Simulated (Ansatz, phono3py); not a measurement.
# Phonon transport in NaI (Fm-3m), part 4 of 4

How well does the lattice of NaI conduct heat?

What experiment has found for this phase:
- thermal conductivity 1.8 W/m/K near room temperature (given in “Combining the AFLOW GIBBS and Elastic Libraries to efficiently and robustly screen thermo-mechanical properties of solids”, 2017, arXiv:1611.05714)
- thermal conductivity 1.8 W/m/K near room temperature (given in “Predicting the lattice thermal conductivity of solids by solving the Boltzmann transport equation: AFLOW - AAPL an automated, accurate and efficient framework”, 2017, arXiv:1611.05481)

Ansatz 0.2.0; DFT LDA, scalar-relativistic, plane waves, PAW; PAW set soft_1.

So far, κ at 300 K (relaxation time) (W/m/K): step 6 (third-order constants on small settings, k-mesh 6×6×6 …) 4.37. Also highest frequency (cm⁻¹): step 6 181. The relaxed cell has a = 6.261 Å (conventional setting).

## (7) A cheap rung, k-mesh 4×4×4, q-mesh of the transport sums 17×17×17

A small supercell and a short cutoff cost little, and show how far such settings carry.

Contents of input.yaml:

```yaml
crystal:
  lattice:
    - [0.0, 3.130587434, 3.130587434]
    - [3.130587434, 0.0, 3.130587434]
    - [3.130587434, 3.130587434, 0.0]
  atoms:
    - { symbol: Na, position: [0.0, 0.0, 0.0] }
    - { symbol: I, position: [0.5, 0.5, 0.5] }
kpoints:
  mp_grid: { grid: [4, 4, 4] }
hamiltonian:
  xc: lda
  pseudopotentials: { kind: paw, azcp: { folder: soft_1 }, xc_functional: pbe }
scf:
  occupations: { method: fixed }
  lower_state_search: "off"
output:
  eigenvalues: true
phonons:
  method: fd
  dielectric: true
  qmesh: [4, 4, 4]
  temperatures: { t_max: 1000, t_step: 50 }
  qpath:
    path:
      - [[0.0, 0.0, 0.0], [0.5, 0.0, 0.5], [0.625, 0.25, 0.625]]
      - [[0.375, 0.375, 0.75], [0.0, 0.0, 0.0], [0.5, 0.5, 0.5], [0.5, 0.25, 0.75], [0.5, 0.0, 0.5]]
    npoints: 10
  third_order: { supercell: [2, 2, 2], pair_cutoff: 3.281 }
  lattice_thermal_conductivity:
    qmesh: [17, 17, 17]
    temperatures: [100.0, 150.0, 200.0, 300.0, 400.0, 500.0]
    isotope_mass_variance: [{ species: I, variance: 0.0 }, { species: Na, variance: 0.0 }]
```

Started as:

```console
$ ansatz run input.yaml --threads 4 --pin off --max-ram 19456MiB --backend cpu --events-out ev --progress --plain --runs-dir out
```

Numbers of over 12 decimals in the logs are rounded to 6 here.

The program printed:

```text
[...]
Crystal: 8 atoms, lattice volume = 245.453 Å³
Basis set: ecut = 420 eV, 4819 PW (Γ), FFT grids on a1, a2, −2a1−2a2+a3
Bands: 63, of which v1, the nominal top of the filled ones, is band 52 counted from 1 (51 counted from 0)
Symmetry: 32 space group operations
k-points: 9 of 16
[...]
SCF iter   1: F=—  HF=-35300.331456 eV  |F-HF|=—  |Δ(HF+E_count)|=         —  Δρ=1.12e-7  dr2=3.61e-11  ethr=1.00e-12  ⟨swp⟩=3.0  Hψ=1447  notcnv=0
[...]
SCF iter   2: F=-35300.331456 eV  HF=-35300.331456 eV  |F-HF|=1.46e-11  |Δ(HF+E_count)|=  7.28e-12  Δρ=5.33e-8  dr2=8.73e-12  ethr=1.00e-12  ⟨swp⟩=4.0  Hψ=1637  notcnv=0
SCF 1 converged in 2 iterations: F = -35300.331456 eV  dr2 = 8.73e-12
[...]
Crystal: 2 atoms, lattice volume = 61.363 Å³
Basis set: ecut = 420 eV, 1243 PW (Γ), exchange–correlation on 60×60×60 points (8 copies of the dense FFT grid, shifted against one another)
Bands: 17, of which v1, the nominal top of the filled ones, is band 13 counted from 1 (12 counted from 0)
Symmetry: 48 space group operations
k-points: 13 of 64 (irreducible under 8 space group operations, time reversal used)
[...]
SCF iter   8: F=-8825.082864 eV  HF=-8825.082864 eV  |F-HF|=4.73e-11  |Δ(HF+E_count)|=  8.73e-11  Δρ=4.62e-7  dr2=5.84e-11  ethr=1.00e-12  ⟨swp⟩=1.2  Hψ=537  notcnv=0
SCF 2 converged in 8 iterations: F = -8825.082864 eV  dr2 = 5.84e-11
[...]
── the response to a field inside a basis, on 4×4×4 k-points: an SCF that follows is theirs, and a resumed run solves both again ──
Bands: 14, of which v1, the nominal top of the filled ones, is band 13 counted from 1 (12 counted from 0)
k-points: 10 of 64 (irreducible under 12 space group operations)
[...]
Eigensolver: Dense (10 Hₖ)
SCF iter   1: F=—  HF=-8825.088439 eV  |F-HF|=—  |Δ(HF+E_count)|=         —  Δρ=2.60e-4  dr2=7.44e-5  ethr=1.00e-1
[...]
SCF iter   4: F=-8825.088419 eV  HF=-8825.088419 eV  |F-HF|=1.73e-9  |Δ(HF+E_count)|=   1.78e-7  Δρ=3.86e-6  dr2=3.52e-9  ethr=1.75e-9
SCF 1 converged in 4 iterations: F = -8825.088419 eV  dr2 = 3.52e-9
[...]
Symmetry: 1 space group operations
k-points: 10 of 16 (time reversal used)
[...]
SCF iter   7: F=-35300.331452 eV  HF=-35300.331452 eV  |F-HF|=7.28e-12  |Δ(HF+E_count)|=  1.46e-11  Δρ=1.96e-8  dr2=1.24e-12  ethr=1.00e-12  ⟨swp⟩=6.0  Hψ=2646  notcnv=0
SCF 2 converged in 7 iterations: F = -35300.331452 eV  dr2 = 1.24e-12
[...]
SCF iter   6: F=-35300.331450 eV  HF=-35300.331450 eV  |F-HF|=0.00e0  |Δ(HF+E_count)|=    0.00e0  Δρ=3.03e-8  dr2=1.92e-12  ethr=1.00e-12  ⟨swp⟩=6.0  Hψ=2909  notcnv=0
SCF 3 converged in 6 iterations: F = -35300.331450 eV  dr2 = 1.92e-12
Basis set: ecut = 420 eV, 4831 PW (Γ), FFT grids on a1, a2, −a1+2a2+a3
Symmetry: 16 space group operations
k-points: 7 of 16
SCF iter   1: F=—  HF=-35300.331457 eV  |F-HF|=—  |Δ(HF+E_count)|=         —  Δρ=1.30e-7  dr2=2.32e-11  ethr=1.00e-12  ⟨swp⟩=3.0  Hψ=1082  notcnv=0
[...]
SCF iter   2: F=-35300.331457 eV  HF=-35300.331457 eV  |F-HF|=0.00e0  |Δ(HF+E_count)|=  7.28e-12  Δρ=7.01e-8  dr2=7.78e-12  ethr=1.00e-12  ⟨swp⟩=4.0  Hψ=1243  notcnv=0
SCF 4 converged in 2 iterations: F = -35300.331457 eV  dr2 = 7.78e-12
Symmetry: 2 space group operations
k-points: 7 of 16 (time reversal used)
[...]
SCF iter   7: F=-35300.331452 eV  HF=-35300.331452 eV  |F-HF|=7.28e-12  |Δ(HF+E_count)|=  7.28e-12  Δρ=2.18e-8  dr2=1.12e-12  ethr=1.00e-12  ⟨swp⟩=6.0  Hψ=1840  notcnv=0
SCF 5 converged in 7 iterations: F = -35300.331452 eV  dr2 = 1.12e-12
[...]
SCF 6 converged in 7 iterations: F = -35300.331452 eV  dr2 = 1.21e-12
[...]
SCF 7 converged in 6 iterations: F = -35300.331450 eV  dr2 = 3.24e-12
[...]
SCF 8 converged in 3 iterations: F = -35300.331450 eV  dr2 = 7.27e-13
[...]
SCF iter   3: F=—  HF=-70600.662548 eV  |F-HF|=—  |Δ(HF+E_count)|=   2.39e-5  Δρ=4.60e-5  dr2=4.47e-6  ethr=3.08e-8  ⟨swp⟩=2.0  Hψ=895  notcnv=0  defer=114
[...]
SCF iter   6: F=-70600.662165 eV  HF=-70600.662165 eV  |F-HF|=5.82e-11  |Δ(HF+E_count)|=  2.47e-10  Δρ=3.07e-7  dr2=4.04e-10  ethr=1.00e-12  ⟨swp⟩=5.0  Hψ=2807  notcnv=0
SCF 36 converged in 6 iterations: F = -70600.662165 eV  dr2 = 4.04e-10
[...]
SCF iter   7: F=-70600.661324 eV  HF=-70600.661324 eV  |F-HF|=1.31e-10  |Δ(HF+E_count)|=   1.51e-9  Δρ=2.24e-7  dr2=3.15e-10  ethr=1.00e-12  ⟨swp⟩=5.0  Hψ=3327  notcnv=0
SCF 37 converged in 7 iterations: F = -70600.661324 eV  dr2 = 3.15e-10
[...]
SCF iter   7: F=-70600.661659 eV  HF=-70600.661659 eV  |F-HF|=1.89e-10  |Δ(HF+E_count)|=   1.38e-9  Δρ=2.48e-7  dr2=4.14e-10  ethr=1.00e-12  ⟨swp⟩=5.0  Hψ=2502  notcnv=0
SCF 38 converged in 7 iterations: F = -70600.661659 eV  dr2 = 4.14e-10
[...]
SCF iter   7: F=-70600.661044 eV  HF=-70600.661044 eV  |F-HF|=5.82e-11  |Δ(HF+E_count)|=   1.41e-9  Δρ=2.06e-7  dr2=2.47e-10  ethr=1.00e-12  ⟨swp⟩=5.0  Hψ=2482  notcnv=0
SCF 39 converged in 7 iterations: F = -70600.661044 eV  dr2 = 2.47e-10
[...]
SCF iter   7: F=-70600.661323 eV  HF=-70600.661323 eV  |F-HF|=1.46e-10  |Δ(HF+E_count)|=   1.46e-9  Δρ=2.33e-7  dr2=3.48e-10  ethr=1.00e-12  ⟨swp⟩=5.0  Hψ=3336  notcnv=0
SCF 40 converged in 7 iterations: F = -70600.661323 eV  dr2 = 3.48e-10
[...]
SCF iter   7: F=-70600.661634 eV  HF=-70600.661634 eV  |F-HF|=1.75e-10  |Δ(HF+E_count)|=   1.25e-9  Δρ=2.44e-7  dr2=4.04e-10  ethr=1.00e-12  ⟨swp⟩=5.0  Hψ=2790  notcnv=0
SCF 41 converged in 7 iterations: F = -70600.661634 eV  dr2 = 4.04e-10
[...]
SCF iter   7: F=-70600.661325 eV  HF=-70600.661325 eV  |F-HF|=8.73e-11  |Δ(HF+E_count)|=   1.40e-9  Δρ=2.20e-7  dr2=3.05e-10  ethr=1.00e-12  ⟨swp⟩=5.0  Hψ=3511  notcnv=0
SCF 42 converged in 7 iterations: F = -70600.661325 eV  dr2 = 3.05e-10
[...]
SCF iter   7: F=-70600.661330 eV  HF=-70600.661330 eV  |F-HF|=1.31e-10  |Δ(HF+E_count)|=   1.21e-9  Δρ=2.31e-7  dr2=3.58e-10  ethr=1.00e-12  ⟨swp⟩=5.0  Hψ=3716  notcnv=0
SCF 43 converged in 7 iterations: F = -70600.661330 eV  dr2 = 3.58e-10
[...]
SCF iter   7: F=-70600.660963 eV  HF=-70600.660963 eV  |F-HF|=5.82e-11  |Δ(HF+E_count)|=   1.25e-9  Δρ=2.06e-7  dr2=2.49e-10  ethr=1.00e-12  ⟨swp⟩=5.0  Hψ=2486  notcnv=0
SCF 44 converged in 7 iterations: F = -70600.660963 eV  dr2 = 2.49e-10
SCF converged after 2 iterations
Free energy (F): -35300.331456 eV
[...]
Internal energy: -35300.331456 eV  (E = F + TS)
E sigma→0 (E₀):  -35300.331456 eV
Fermi energy:    3.769486 eV
[...]
--- Band table (eV; the first three rows and the last of 9) ---
  k-point 0: bands = [... 48 lower, 3.4066, 3.7695, 3.7695, 3.7695, 7.3827, 8.1053, 8.9735, 9.8891, ... 7 higher]
  k-point 1: bands = [... 48 lower, 3.5833, 3.5833, 3.5833, 3.5833, 8.6824, 8.6824, 9.1149, 9.1149, ... 7 higher]
  k-point 2: bands = [... 48 lower, 3.4156, 3.4156, 3.4156, 3.4156, 8.6631, 8.6631, 9.1310, 9.1310, ... 7 higher]
  k-point 8: bands = [... 48 lower, 3.4156, 3.4156, 3.4156, 3.4156, 8.6631, 8.6631, 9.6385, 9.6385, ... 7 higher]
--- Phonons: 16 displaced members + 5 references (amplitude of the first 0.0025 Å, Σ member SCF iterations 90) ---
  ASR residual: 6.394e-4 → 0.000e0 eV/Å²; symmetrization residual: 4.637e-4 eV/Å²
  largest component of a force at the reference: 1.0e-28 eV/Å
  ASR residual per site (eV/Å²): 9.75e-5 6.39e-4
  Γ frequencies (cm⁻¹): 0.00 0.00 0.00 130.39 130.39 130.39
  Unit cell's response to a homogeneous field: 3 representative field directions (Σ response iterations 12)
  ε∞ (high-frequency dielectric tensor):
        3.626212    -0.000000     0.000000
       -0.000000     3.626212     0.000000
        0.000000     0.000000     3.626212
[...]
Born effective charges Z* (e; rows j = field, columns β = displacement):
    site 0:
         1.16478    0.00000   -0.00000
        -0.00000    1.16478   -0.00000
         0.00000   -0.00000    1.16478
    site 1:
        -1.16478   -0.00000    0.00000
         0.00000   -1.16478    0.00000
        -0.00000    0.00000   -1.16478
  Z* charge neutrality: 1.219e-4 e pre-enforcement
  solved inside a basis spanned on the 4×4×4 k-mesh, on 4×4×4 k-points, its susceptibility summed on 8×8×8: ε∞ is read to err by 8.2e-3, Z* by 1.8e-2 e; Z* is corrected for what the basis lacks
  optical modes at Γ without the LO–TO term, one row a degenerate level:
      ω (cm⁻¹)  modes    IR ((D/Å)²/amu)
        130.39      3             4.8244
  optical modes at Γ + LO–TO along q̂ = [1.0000, 0.0000, 0.0000]:
      ω (cm⁻¹)  modes    IR ((D/Å)²/amu)
        130.39      2             3.2163
        180.04      1             1.6081
  optical modes at Γ + LO–TO along q̂ = [0.0000, 1.0000, 0.0000]:
      ω (cm⁻¹)  modes    IR ((D/Å)²/amu)
        130.39      2             3.2163
        180.04      1             1.6081
  optical modes at Γ + LO–TO along q̂ = [0.0000, 0.0000, 1.0000]:
      ω (cm⁻¹)  modes    IR ((D/Å)²/amu)
        130.39      2             3.2163
        180.04      1             1.6081
--- Phonons (by wavevector): 8 wavevectors in 5 supercells ---
  supercell 1 (4 cells, vectors [1, 0, 0], [-1, 1, 1], [0, 0, 4] in multiples of the cell's): 2 displaced members by 0.0025 Å; free energy -35300.331456 eV; taken off its force constants: by the sum rule 4.1e-4, by the symmetrisation 3.7e-4 eV/Å²
[...]
q = [0.0000, 0.0000, 0.0000] (star 1, supercell 1; hermiticity 2.09e-22, symmetrization 3.16e-6): -0.00 0.00 0.00 130.39 130.39 130.39
[...]
joined force constants: q→R imaginary residual 4.60e-18
[...]
38 force-constant blocks with the first atom in the home cell, fitted with 6 parameters over 4 symmetry orbits; no atom triplet left out
[...]
100.00           16.5349         17.4334           9          converged          5.025e-1
      150.00           10.0386         10.5222           9          converged          4.976e-1
      200.00            7.2897          7.6234           9          converged          4.959e-1
      300.00            4.7628          4.9718           9          converged          4.947e-1
      400.00            3.5593          3.7125           9          converged          4.942e-1
      500.00            2.8515          2.9728           9          converged          4.940e-1
```

Elapsed: 2 min, on 4 threads of Arm Neoverse V2, shared host; peak memory 1.5 GiB.

Numbers from this step:

```
Γ frequencies                              : 0, 0, 0, 130.4, 130.4, 130.4 cm⁻¹ (negative: imaginary)
zero-point energy                          : 0.03605 eV/cell
highest frequency                          : 180.9 cm⁻¹
Debye temperature from the second moment   : 199 K
κ at 300 K (relaxation time)               : 4.763 W/m/K
κ at 300 K (full solution)                 : 4.972 W/m/K
mean free path at half of κ                : 34.7 nm
share of κ above the three lowest branches : 0.032
largest relative sum-rule correction       : 0.02552
```

W/m/K. Kappa, by row:

```csv
T (K),RTA xx,RTA yy,RTA zz,full xx,full yy,full zz,coherence part xx,coherence part yy,coherence part zz,ending,iterations,least Ritz value
100,16.53,16.53,16.53,17.43,17.43,17.43,0.02051,0.02051,0.02051,converged,9,0.503
150,10.04,10.04,10.04,10.52,10.52,10.52,0.0296,0.0296,0.0296,converged,9,0.498
200,7.29,7.29,7.29,7.623,7.623,7.623,0.03619,0.03619,0.03619,converged,9,0.496
300,4.763,4.763,4.763,4.972,4.972,4.972,0.04555,0.04555,0.04555,converged,9,0.495
400,3.559,3.559,3.559,3.713,3.713,3.713,0.05211,0.05211,0.05211,converged,9,0.494
500,2.852,2.852,2.852,2.973,2.973,2.973,0.05708,0.05708,0.05708,converged,9,0.494
```

This rung gives 4.76 W/(m K) at 300 K by relaxation time, but with 16 atoms, 1 neighbour distance inside the cutoff and a 17×17×17 mesh it is a test, not the conductivity of the crystal.

## (8) The ladder

Ladder, by row:

```csv
cells or q mesh,k mesh,pair cutoff,atoms in the supercell,q-mesh of the transport sums,κ at 300 K (relaxation time) (W/m/K),κ at 300 K (full solution) (W/m/K),core-minutes
2x2x2,6x6x6,3.281,16,11×11×11,4.374,4.586,18.5
4x4x4,4x4x4,3.281,16,17×17×17,4.763,4.972,7.5
```

## (9) Summary of results

* conductivity: not obtained on sound settings

**Reading.** No conductivity was obtained: no run with a large enough supercell and cutoff finished.

[Logs are printed without paths, hosts, clocks, repeated set-up lines and the standing remarks that a program may print on its own settings, such as how far it seeks lower states.]

[Hosts, paths, dates, database ids (printed as entryN), source tags and the programs' standing remarks are cut or masked in the printed files.]

[A step with changed settings may run another functional than the one named; its input shows which.]
